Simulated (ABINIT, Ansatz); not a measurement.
Entries from a set of simulations; values are calculated unless marked as measured.

```json
{"subject": "How the form of the self-energy moves the gap of SF6 (Im-3m)", "lattice_ang": [[-2.8735, 2.8735, 2.8735], [2.8735, -2.8735, 2.8735], [2.8735, 2.8735, -2.8735]], "atoms": [["S", 0.0, 0.0, 0.0], ["F", 0.7256, 0.7256, 0.0], ["F", 0.2744, 0.2744, 0.0], ["F", 0.0, 0.2744, 0.2744], ["F", 0.0, 0.7256, 0.7256], ["F", 0.7256, 0.0, 0.7256], ["F", 0.2744, 0.0, 0.2744]], "method": "RPA screening on LDA, plane waves, norm-conserving pseudopotentials (and 3 further levels or steps)", "program": "ABINIT 10.8.3", "settings": "cutoff 36 Ha, PseudoDojo scalar-relativistic 0.4.1 standard, norm-conserving, ngkpt (2, 2, 2), nband 86, ecuteps 4.2 Ha, gwcalctyp 2, nfreqre 16, nfreqim 8, inclvkb 2, fftgw 31, freqremax 40 eV, spmeth 1, nomegasf 120, shiftk (0, 0, 0), symchi 1, awtr 1, frequency cd, 2×2×2 k-mesh", "notes": "The program’s warnings: Min real frequency set to default [Ha] = and nproc spkpt=  >= nkpt= * nsppol=. The cell and positions are those that the Materials Project relaxed with its own functionals (PBE, PBE+U or r2SCAN), kept fixed. The 2×2×2 mesh is coarse for this cell, which bears on the long-range parts of exchange and screening.", "results": {"g0w0_godby_needs_plasmon_pole": "11.998 eV", "g0w0_hybertsen_louie_plasmon_pole": "12.812 eV", "g0w0_von_der_linden_horsch_plasmon_pole": "12.382 eV", "one_shot_hartree_fock": "19.786 eV", "g0w0_contour_deformation": "11.970 eV", "known_limits": "short of the basis limit; coarse k mesh"}}
```

[Long decimals in the printed logs are rounded to 6 places.]

[Logs are printed without paths, hosts, clocks, repeated set-up lines and the standing remarks that a program may print on its own settings, such as how far it seeks lower states.]

[Paths, hosts, dates, memory and timing lines, banners, echoed tables and standing remarks are left out of the program output; an Ansatz launch command may be rebuilt from the run's recorded settings. Measured values are a selection of at most five: reports struck by readers or far from the other reports are left out. None is set beside runs whose start may be inverted or whose files or cutoffs have a known fault.]

[Runs of the session that timed out or met a known fault of the program may be left out.]

[Hosts, paths, dates, database ids (printed as entryN), source tags and the programs' standing remarks are cut or masked in the printed files.]

[G0W0 gaps are taken among the corrected bands and points alone; a level outside them can change the order at an edge.]

[Where Ansatz stands beside ABINIT at settings called matched, ABINIT's density can come from a denser mesh and the files from another edition; pairs whose starting gaps differed by over 0.03 eV were left out, so agreement reads better than it is.]
